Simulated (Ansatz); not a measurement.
Two G0W0 runs on BO (GaSe-type monolayer).

The cell holds 4 atoms: 2 B and 2 O. Cell: a = 2.442 Å, b = 2.442 Å, c = 29.000 Å, α = 90.0°, β = 90.0°, γ = 120.0°. Vacuum lies along c.

```xyz
4
Lattice="2.4422 0.0000 0.0000 -1.2211 2.1150 0.0000 0.0000 0.0000 29.0000" Properties=species:S:1:pos:R:3
B     0.0000    1.4100   15.3861
B     0.0000    1.4100   13.6139
O     1.2211    0.7050   15.9615
O     1.2211    0.7050   13.0385
```

The structure was relaxed with PBE. The runs that relaxed it are not among those shown.

The first (Ansatz 0.2.0; start PBE, 9×9×1 mesh, 134 empty bands, screening to 54 eV, PAW set soft_1 files; 4 threads of Arm Neoverse V2, shared host) gave, on its mesh: starting gap 4.86 eV, G0W0 gap 7.76 eV, mean of 1 + 4πα/V (set by the cell height) 1.42, 34 s.

The second gave: starting gap 4.86 eV, G0W0 gap 7.83 eV, mean of 1 + 4πα/V (set by the cell height) 1.41, 11 min.

Q: What was changed in the input? Choose among start, files, mesh, bands and cutoff, frequency model or another key.

Changed: empty bands from 134 to 533 and screening cutoff (eV) from 54.0 to 135.0. The starting gap stayed, which rules out the functional and points to the GW step. Other changes could give like numbers; this is the one that was made.

Limits: not at the basis limit; coarse mesh for a sheet.

[Paths, hosts, dates, memory and timing lines, banners, echoed tables and standing remarks are left out of the program output.]

[Logs are printed without paths, hosts, clocks, repeated set-up lines and the standing remarks that a program may print on its own settings, such as how far it seeks lower states.]

[Runs of the session that timed out or met a known fault of the program may be left out.]

[Cells called generated may have been cut or substituted from an entry of the Crystallography Open Database or the Materials Project.]

[Hosts, paths, dates, database ids (printed as entryN), source tags and the programs' standing remarks are cut or masked in the printed files.]
